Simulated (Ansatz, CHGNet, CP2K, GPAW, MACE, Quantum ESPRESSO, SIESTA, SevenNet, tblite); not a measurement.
**Quantum ESPRESSO runs on Pt(100)/Be(0001) interface (64 atoms)**

Aim: run Pt(100)/Be(0001) interface (64 atoms) in Quantum ESPRESSO and see how near its forces come to a plane-wave reference, and at what cost.

Main program and level: Quantum ESPRESSO 7.5; the method is named at each step.

### Step 1. Set-up

The cell holds 64 atoms: 24 Pt and 40 Be. Its edges and angles: a = 7.883 Å, b = 6.126 Å, c = 15.503 Å, α = 90.0°, β = 90.0°, γ = 108.8°. Fcc Pt(100), 4 repeat layers, 6 surface cells, strained +0.45 and -1.26 %; hcp Be(0001), 2 layers, 10 cells, -0.45 and +1.29 %; outer planes 2.22 Å apart and 2.02 Å at the second interface of the periodic stack; not relaxed, displaced by a Gaussian of 0.02 Å. Then every atom was moved at random, 0.05 Å r.m.s. a Cartesian component. Regions: Pt, 24 atoms (24 Pt); Be, 40 atoms (40 Be). The structure's axis is c.

The yardstick, on the same geometry:

- method: Kohn-Sham DFT, PBE, PAW, plane waves (Ansatz 0.2.0); cutoff 420 eV, Γ point, fermi-dirac smearing of 0.05 eV; PAW set soft_2
- r.m.s. force component: 0.773 eV/Å
- longest force: 2.886 eV/Å
- pressure: 4.388 GPa
- SCF cycles: 10
- time: 11 s on 4 threads of Arm Neoverse V1, shared host
- CPU time: 32 s

### Step 2. PBE, sssp-1.3.0-efficiency, 45/360 Ry

Method: Kohn-Sham DFT, PBE, SSSP efficiency 1.3.0 pseudopotentials, plane waves.

The input, pw.in:

```
&control
  calculation = 'scf'
  pseudo_dir = './pseudo'
  outdir = './tmp'
  disk_io = 'none'
  tprnfor = .true.
  tstress = .true.
/
&system
  ibrav = 0
  nat = 64
  ntyp = 2
  ecutwfc = 45
  ecutrho = 360
  nosym = .true.
  occupations = 'smearing'
  smearing = 'fd'
  degauss = 0.003675
/
&electrons
  conv_thr = 3.2e-07
  electron_maxstep = 100
  mixing_beta = 0.2
  mixing_mode = 'local-TF'
  diagonalization = 'david'
/
ATOMIC_SPECIES
Pt 195.084 Pt.upf
Be 9.012 Be.upf
CELL_PARAMETERS angstrom
7.88350 0.00000 0.00000
-1.97134 5.80046 0.00000
0.00000 0.00000 15.50256
ATOMIC_POSITIONS crystal
Pt 0.66991 0.67824 0.00058
Pt 0.59012 0.32848 0.12542
Pt 0.67055 0.65972 0.25555
Pt 0.58700 0.34071 0.37278
Pt 0.83104 0.32975 0.00026
Pt 0.75810 0.00987 0.13028
Pt 0.83375 0.34641 0.25430
Pt 0.74637 0.00106 0.38661
Pt 0.15784 0.65868 0.99470
Pt 0.09561 0.34649 0.12471
Pt 0.15389 0.65586 0.25066
Pt 0.07935 0.33697 0.38311
Pt 0.34301 0.33862 0.00111
Pt 0.23725 0.98918 0.12315
Pt 0.34304 0.34970 0.25494
Pt 0.23876 0.99250 0.38500
Pt 0.50022 0.00422 0.00463
Pt 0.42561 0.66268 0.12930
Pt 0.48791 0.98408 0.25776
Pt 0.41306 0.66001 0.37805
Pt 0.00142 0.99464 0.00017
Pt 0.91988 0.65372 0.13662
Pt 0.99378 0.00320 0.25859
Pt 0.91834 0.67071 0.38606
Be 0.22278 0.09332 0.52078
Be 0.08921 0.86950 0.64113
Be 0.21986 0.07828 0.74986
Be 0.10346 0.87996 0.86860
Be 0.13635 0.68417 0.52723
Be 0.99722 0.47760 0.63641
Be 0.13846 0.69955 0.75080
Be 0.00567 0.49158 0.86805
Be 0.02783 0.28817 0.52093
Be 0.90040 0.07940 0.64073
Be 0.03479 0.26741 0.74472
Be 0.89364 0.08179 0.87032
Be 0.93372 0.88444 0.52707
Be 0.82194 0.68411 0.64610
Be 0.92821 0.89412 0.76153
Be 0.79996 0.69590 0.86664
Be 0.84139 0.48652 0.52587
Be 0.69543 0.28056 0.64212
Be 0.83301 0.49045 0.76436
Be 0.69504 0.28343 0.87231
Be 0.73433 0.08273 0.52772
Be 0.61067 0.89508 0.63527
Be 0.73656 0.07311 0.75496
Be 0.60366 0.87504 0.86661
Be 0.61561 0.68016 0.52981
Be 0.50791 0.50460 0.64113
Be 0.64026 0.67804 0.75560
Be 0.49184 0.48594 0.86803
Be 0.53134 0.27265 0.52756
Be 0.40683 0.08711 0.64590
Be 0.53413 0.30372 0.75282
Be 0.41128 0.07652 0.86566
[... 4 atom lines left out ...]
Be 0.33716 0.48977 0.52431
Be 0.20351 0.28644 0.63449
Be 0.34483 0.48440 0.76004
Be 0.20080 0.30513 0.87138
K_POINTS gamma
```

Command:

```bash
OMP_NUM_THREADS=1 mpirun -np 2 pw.x -in pw.in > output.txt
```

What it wrote:

```text
Program PWSCF
     gamma-point specific algorithms are used
     Parallelization info
     sticks:   dense  smooth     PW     G-vecs:    dense   smooth      PW
     Min        2331    1170    291               275843    97527   12193
     Max        2332    1171    294               275852    97530   12202
     Sum        4663    2341    585               551695   195057   24395
     bravais-lattice index     =            0
     lattice parameter (alat)  =      14.8977  a.u.
     unit-cell volume          =    4783.8938 (a.u.)^3
     number of atoms/cell      =           64
     number of atomic types    =            2
     number of electrons       =       544.00
     number of Kohn-Sham states=          326
     kinetic-energy cutoff     =      45.0000  Ry
     charge density cutoff     =     360.0000  Ry
     scf convergence threshold =      3.2E-07
     mixing beta               =       0.2000
     number of iterations used =            8  local-TF  mixing
     Exchange-correlation=  SLA  PW   PBX  PBC
                           (   1   4   3   4   0   0   0)
     crystal axes: (cart. coord. in units of alat)
               a(1) = (   1.000000   0.000000   0.000000 )
               a(2) = (  -0.250059   0.735772   0.000000 )
               a(3) = (   0.000000   0.000000   1.966457 )
     reciprocal axes: (cart. coord. in units 2 pi/alat)
               b(1) = (  1.000000  0.339859 -0.000000 )
               b(2) = (  0.000000  1.359116  0.000000 )
               b(3) = (  0.000000 -0.000000  0.508529 )
     PseudoPot. # 1 for Pt:
     Pseudo is Ultrasoft + core correction, Zval = 16.0
     PseudoPot. # 2 for Be:
     Pseudo is Ultrasoft, Zval =  4.0
     atomic species   valence    mass     pseudopotential
     Pt               16.00   195.08400     Pt( 1.00)
     Be                4.00     9.01200     Be( 1.00)
     No symmetry found
   Cartesian axes
     number of k points=     1  Fermi-Dirac smearing, width (Ry)=  0.0037
                       cart. coord. in units 2pi/alat
        k(    1) = (   0.0000000   0.0000000   0.0000000), wk =   2.0000000
     Dense  grid:   275848 G-vectors     FFT dimensions: (  90,  72, 180)
     Smooth grid:    97529 G-vectors     FFT dimensions: (  64,  50, 125)
     Check: negative core charge=   -0.000001
     Initial potential from superposition of free atoms
     starting charge     531.9935, renormalised to     544.0000
     negative rho (up, down):  4.517E+00 0.000E+00
     Starting wfcs are  488 randomized atomic wfcs
     Self-consistent Calculation
     iteration #  1     ecut=    45.00 Ry     beta= 0.20
     negative rho (up, down):  4.459E+00 0.000E+00
     total energy              =   -6209.75035056 Ry
     estimated scf accuracy    <     770.64683438 Ry
     iteration #  2     ecut=    45.00 Ry     beta= 0.20
     negative rho (up, down):  4.117E+00 0.000E+00
     total energy              =   -6157.30471740 Ry
     estimated scf accuracy    <     589.22396622 Ry
     iteration #  3     ecut=    45.00 Ry     beta= 0.20
     negative rho (up, down):  4.172E+00 0.000E+00
     total energy              =   -6185.15750581 Ry
     estimated scf accuracy    <      41.98170821 Ry
     iteration #  4     ecut=    45.00 Ry     beta= 0.20
     negative rho (up, down):  4.169E+00 0.000E+00
     total energy              =   -6186.46254885 Ry
     estimated scf accuracy    <       1.31383581 Ry
     iteration #  5     ecut=    45.00 Ry     beta= 0.20
     negative rho (up, down):  4.174E+00 0.000E+00
     total energy              =   -6186.36566156 Ry
     estimated scf accuracy    <       0.60507121 Ry
     iteration #  6     ecut=    45.00 Ry     beta= 0.20
[...]
total energy              =   -6186.27184048 Ry
     estimated scf accuracy    <       0.53677502 Ry
[...]
total energy              =   -6186.28037342 Ry
[...]
iteration # 14     ecut=    45.00 Ry     beta= 0.20
[...]
total energy              =   -6186.28037556 Ry
     estimated scf accuracy    <       0.00000237 Ry
     iteration # 15     ecut=    45.00 Ry     beta= 0.20
[...]
total energy              =   -6186.28037611 Ry
     estimated scf accuracy    <       0.00000102 Ry
     iteration # 16     ecut=    45.00 Ry     beta= 0.20
     negative rho (up, down):  4.230E+00 0.000E+00
     End of self-consistent calculation
          k = 0.0000 0.0000 0.0000 ( 12198 PWs)   bands (ev):
   -85.0348 -84.9533 -84.8133 -84.7870 -84.7439 -84.7364 -84.7199 -84.7188
   -84.7086 -84.7071 -84.6984 -84.6974 -84.6970 -84.6888 -84.6872 -84.6816
   -84.6793 -84.6736 -84.6702 -84.6651 -84.6627 -84.6530 -84.6386 -84.6352
   -84.6116 -84.6061 -84.5813 -84.5748 -84.5470 -84.5286 -84.5231 -84.5094
   -84.5053 -84.4983 -84.4723 -84.4486 -84.4365 -84.3867 -84.3750 -84.3444
   -38.1557 -38.0569 -37.9922 -37.9606 -37.9131 -37.8905 -37.8771 -37.8441
[...]
17.4751  17.5697  17.7047  17.8005  18.1509  18.2058  18.2778  18.7425
    19.0320  19.1773  19.3228  19.3974  19.5102  19.6074  19.6790  19.8277
    19.8859  19.9758  20.0209  20.0454  20.0823  20.1875  20.2759  20.5697
    20.6192  20.7334  20.8949  20.9873  21.1581  21.1863
     the Fermi energy is    15.0234 ev
!    total energy              =   -6186.28037706 Ry
     estimated scf accuracy    <       0.00000026 Ry
     smearing contrib. (-TS)   =      -0.03394317 Ry
     internal energy E=F+TS    =   -6186.24643389 Ry
     The total energy is F=E-TS. E is the sum of the following terms:
     one-electron contribution =   -5283.41121848 Ry
     hartree contribution      =    2801.07262223 Ry
     xc contribution           =   -1569.56395920 Ry
     ewald contribution        =   -2134.34387843 Ry
     convergence has been achieved in  16 iterations
     negative rho (up, down):  4.230E+00 0.000E+00
     Forces acting on atoms (cartesian axes, Ry/au):
     atom    1 type  1   force =    -0.01461411    0.00123646   -0.05563801
     atom    2 type  1   force =    -0.02188223   -0.00134250    0.00941082
     atom    3 type  1   force =    -0.01823085    0.06304574   -0.01663020
     atom    4 type  1   force =    -0.02455114   -0.03558651    0.07421656
     atom    5 type  1   force =     0.01980590   -0.00004975   -0.05589217
     atom    6 type  1   force =    -0.00037861   -0.02210515    0.01667800
[...]
atom   62 type  2   force =    -0.01394102    0.01304175    0.00339636
     atom   63 type  2   force =    -0.02162109   -0.01066050   -0.04558448
     atom   64 type  2   force =    -0.01068949   -0.02738863    0.00708078
     Total force =     0.416562     Total SCF correction =     0.002625
     Computing stress (Cartesian axis) and pressure
     negative rho (up, down):  4.230E+00 0.000E+00
          total   stress  (Ry/bohr**3)                   (kbar)     P=       40.39
   0.00103277   0.00084141  -0.00007881          151.93      123.78      -11.59
   0.00084141  -0.00003544   0.00002118          123.78       -5.21        3.12
  -0.00007881   0.00002118  -0.00017366          -11.59        3.12      -25.55
     Message from routine punch:
     Nothing written, as per user request (disk_io='none')
```

Wall time 2.3 min (2 MPI ranks of Arm Neoverse V1, shared host); peak memory 1.5 GiB; 4.5 min of CPU time.

Banners, paths, timers and routine set-up lines are dropped from the logs unmarked, and long logs keep their key lines alone; longer cuts are marked.

Compared with the plane-wave run:

```
r.m.s. force component                  : 0.7729 eV/Å
r.m.s. difference of force components   : 10.17 meV/Å
longest difference of force vectors     : 33.85 meV/Å
force difference over r.m.s. force      : 1.316 %
slope of forces against the reference's : 0.9999
correlation of force components         : 0.9999
pressure                                : 4.039 GPa
pressure difference                     : -0.3486 GPa
```

Length of the force difference by element (eV/Å):

| element | atoms | mean | most |
| --- | --- | --- | --- |
| Be | 40 | 0.014 | 0.027 |
| Pt | 24 | 0.018 | 0.034 |

Local excerpt of 13 atoms (numbers count through the whole input) about Pt15, which bears the longest force; x, y, z are measured from there.

| atom | x | y | z | distance (Å) | Fx | Fy | Fz (eV/Å) |
| --- | --- | --- | --- | --- | --- | --- | --- |
| Pt15 | 0.00 | 0.00 | 0.00 | 0.00 | -1.42 | -2.50 | -0.22 |
| Pt20 | -0.06 | 1.80 | 1.91 | 2.62 | 0.24 | 0.56 | 1.87 |
| Pt18 | 0.03 | 1.82 | -1.95 | 2.66 | 0.03 | 0.80 | 0.00 |
| Pt4 | 1.94 | -0.05 | 1.83 | 2.67 | -0.63 | -0.91 | 1.91 |
| Pt3 | 1.97 | 1.80 | 0.01 | 2.67 | -0.47 | 1.62 | -0.43 |
| Pt11 | -2.09 | 1.78 | -0.07 | 2.75 | 1.32 | 1.59 | 0.51 |
| Pt10 | -1.94 | -0.02 | -2.02 | 2.80 | -0.54 | -1.59 | 0.14 |
| Pt19 | 1.86 | -2.12 | 0.04 | 2.82 | 0.73 | 1.17 | -0.08 |
| Pt2 | 1.99 | -0.12 | -2.01 | 2.83 | -0.56 | -0.03 | 0.24 |
| Pt12 | -2.05 | -0.07 | 1.99 | 2.86 | 0.31 | -0.20 | 1.16 |
| Pt23 | -2.07 | -2.01 | 0.06 | 2.89 | 0.50 | 0.86 | -0.64 |
| Pt16 | -0.12 | -2.07 | 2.02 | 2.89 | 1.04 | -0.05 | 0.64 |
| Pt14 | -0.12 | -2.09 | -2.04 | 2.93 | 1.02 | 1.04 | 0.62 |

Forces lie 1.3 % from the reference's, at 8.6 times its CPU time (on 2 against 4 cores).

### Step 3. PBE, sg15-1.2, 60/240 Ry

Method: Kohn-Sham DFT, PBE, SG15 1.2 norm-conserving pseudopotentials, plane waves.

The pseudopotential files are exchanged too: ./pseudo now holds the set sg15-pbe-1.2.

pw.in, as its differences from that of step 2:

```diff
@@ -12,4 +12,4 @@
   ntyp = 2
-  ecutwfc = 45
-  ecutrho = 360
+  ecutwfc = 60
+  ecutrho = 240
   nosym = .true.
```

Command:

```bash
OMP_NUM_THREADS=1 mpirun -np 4 pw.x -in pw.in > output.txt
```

What it wrote:

```text
[banner, memory and clock lines left out]
Program PWSCF
     gamma-point specific algorithms are used
     one sub-group per band group will be used
[... lines left out ...]
     total energy              =   -6883.37904889 Ry
[... lines left out ...]
     total energy              =   -6887.01075196 Ry
[... lines left out ...]
     total energy              =   -6886.98812910 Ry
[... lines left out ...]
     total energy              =   -6886.98812916 Ry
[... lines left out ...]
     the Fermi energy is    15.5973 ev
!    total energy              =   -6886.98812913 Ry
[... lines left out ...]
     The total energy is F=E-TS. E is the sum of the following terms:
[... lines left out ...]
     convergence has been achieved in  16 iterations
     Forces acting on atoms (cartesian axes, Ry/au):
     atom    1 type  1   force =    -0.01473071    0.00148566   -0.05781865
     atom    2 type  1   force =    -0.02218440   -0.00157379    0.01016981
     atom    3 type  1   force =    -0.01813645    0.06326752   -0.01562247
[...]
atom   63 type  2   force =    -0.02146428   -0.01072338   -0.04555197
     atom   64 type  2   force =    -0.01056049   -0.02720259    0.00664244
     Total force =     0.420492     Total SCF correction =     0.001853
     Computing stress (Cartesian axis) and pressure
          total   stress  (Ry/bohr**3)                   (kbar)     P=       45.01
   0.00105926   0.00084109  -0.00007854          155.82      123.73      -11.55
   0.00084109  -0.00000888   0.00002084          123.73       -1.31        3.07
  -0.00007854   0.00002084  -0.00013253          -11.55        3.07      -19.50
     Message from routine punch:
     Nothing written, as per user request (disk_io='none')
```

Run time: 91 s. Hardware: 4 MPI ranks; peak memory 1.2 GiB; 6 min of CPU time.

Numbers from this run, and their distance from the reference:

* r.m.s. force component: 0.7802 eV/Å
* r.m.s. difference of force components: 10.45 meV/Å
* longest difference of force vectors: 38.88 meV/Å
* force difference over r.m.s. force: 1.352 %
* slope of forces against the reference's: 1.009
* correlation of force components: 1
* pressure: 4.5 GPa
* pressure difference: 0.1127 GPa

This is a coarse setting, run to see what it loses.

Against the first run (1.3 %), the force difference from the reference is 1.4 %, at 1.3 times the CPU time (on 4 against 2 cores).

The difference per atom is largest on Pt (0.025 eV/Å on average, against 0.0079 on Be).

### Step 4. The ladder

Differences are against the plane-wave reference, forces as r.m.s. over components; share is that over the reference's r.m.s. force, slope the least-squares factor from reference forces to these. Total energies of different programs have different zeros and aren't compared.

| run | Δ force, r.m.s. (meV/Å) | share (%) | slope | Δ pressure (GPa) | cores | CPU time | memory (GiB) |
| --- | --- | --- | --- | --- | --- | --- | --- |
| reference | - | - | - | - | 4 | 32 s | 1.0 |
| QE PBE, sssp-1.3.0-efficiency, 45/360 Ry | 10.2 | 1.32 | 1.000 | -0.349 | 2 | 4.5 min | 1.5 |
| QE PBE, sg15-1.2, 60/240 Ry (coarse) | 10.5 | 1.35 | 1.009 | 0.113 | 4 | 6 min | 1.2 |

Rows marked coarse were listed beforehand as settings not expected to be converged; some can still land near the reference.

CPU time is summed over cores on a shared host, where runs went side by side, so it is rough. Symmetry, cutoffs, thresholds, outputs and thread counts weren't matched or tuned between programs; memory under MPI is the largest rank's times the ranks.

A second geometry, displaced anew (every atom was moved at random, 0.04 Å r.m.s. a Cartesian component), gives an energy difference that all programs can be tested on. The reference puts it at -13.94 meV/atom.

| run | energy less the first geometry's (meV/atom) | error (meV/atom) | force share at the second geometry (%) |
| --- | --- | --- | --- |
| QE PBE, sssp-1.3.0-efficiency, 45/360 Ry | -14.3 | -0.363 | 1.45 |
| QE PBE, sg15-1.2, 60/240 Ry | -13.97 | -0.0353 | 1.48 |

### Step 5. Summary of results

```yaml
nearest_in_forces: QE PBE, sssp-1.3.0-efficiency, 45/360 Ry, 1.3 %
its_cpu_time: 4.5 min
```

In words: PBE on plane waves or a grid with other potentials, cutoffs or grids, coarse settings apart, differs from the reference by 1.3 % (QE PBE, sssp-1.3.0-efficiency, 45/360 Ry) of the r.m.s. force; this holds the reference's own error, so differences of a few per cent don't tell which side is nearer the exact PBE result (QE's 45 Ry are 612 eV, against the reference's 420 eV). Runs with settings chosen to be coarse differ by 1.4 % (QE PBE, sg15-1.2, 60/240 Ry), their programs' other errors included. None of the electronic-structure runs in the table takes under half the reference's CPU time of 32 s; they take 8.6 to 11 times as much. The energy difference between the two geometries, -13.9 meV/atom in the reference, is met best by QE PBE, sg15-1.2, 60/240 Ry (coarse) (-0.0353) and worst by QE PBE, sssp-1.3.0-efficiency, 45/360 Ry (-0.363). The potentials hold different valence shells: 512 electrons in the reference, 544 in Quantum ESPRESSO with SSSP and 592 in Quantum ESPRESSO with SG15; this bears on time and differences. The cell is under 6 Å thick along one periodic direction, so every atom has periodic images of itself close by, which move with it and show among its neighbours and in g(r). The reference's stress is far from hydrostatic: its diagonal is 15.5, -0.2, -2.2 GPa, compression counted positive. The host structure and its lattice constant were typed by rule, without a check against the phase diagram. The reference's pressure of 4.4 GPa belongs to a cell and atoms that aren't relaxed at this level. The electronic-structure runs sample only Γ, in a cell whose shortest periodic width is 6 Å, which is coarse for a cell with partly filled levels. Spin–orbit coupling is left out, which matters for the levels of the heavy elements.

[Also dropped from logs without a mark: logging warnings of Python, and SIESTA's first energy breakdown and zero terms.]

[Logs are printed without paths, hosts, clocks, repeated set-up lines and the standing remarks that a program may print on its own settings, such as how far it seeks lower states.]

[Hosts, paths, dates, database ids (printed as entryN), source tags and the programs' standing remarks are cut or masked in the printed files.]
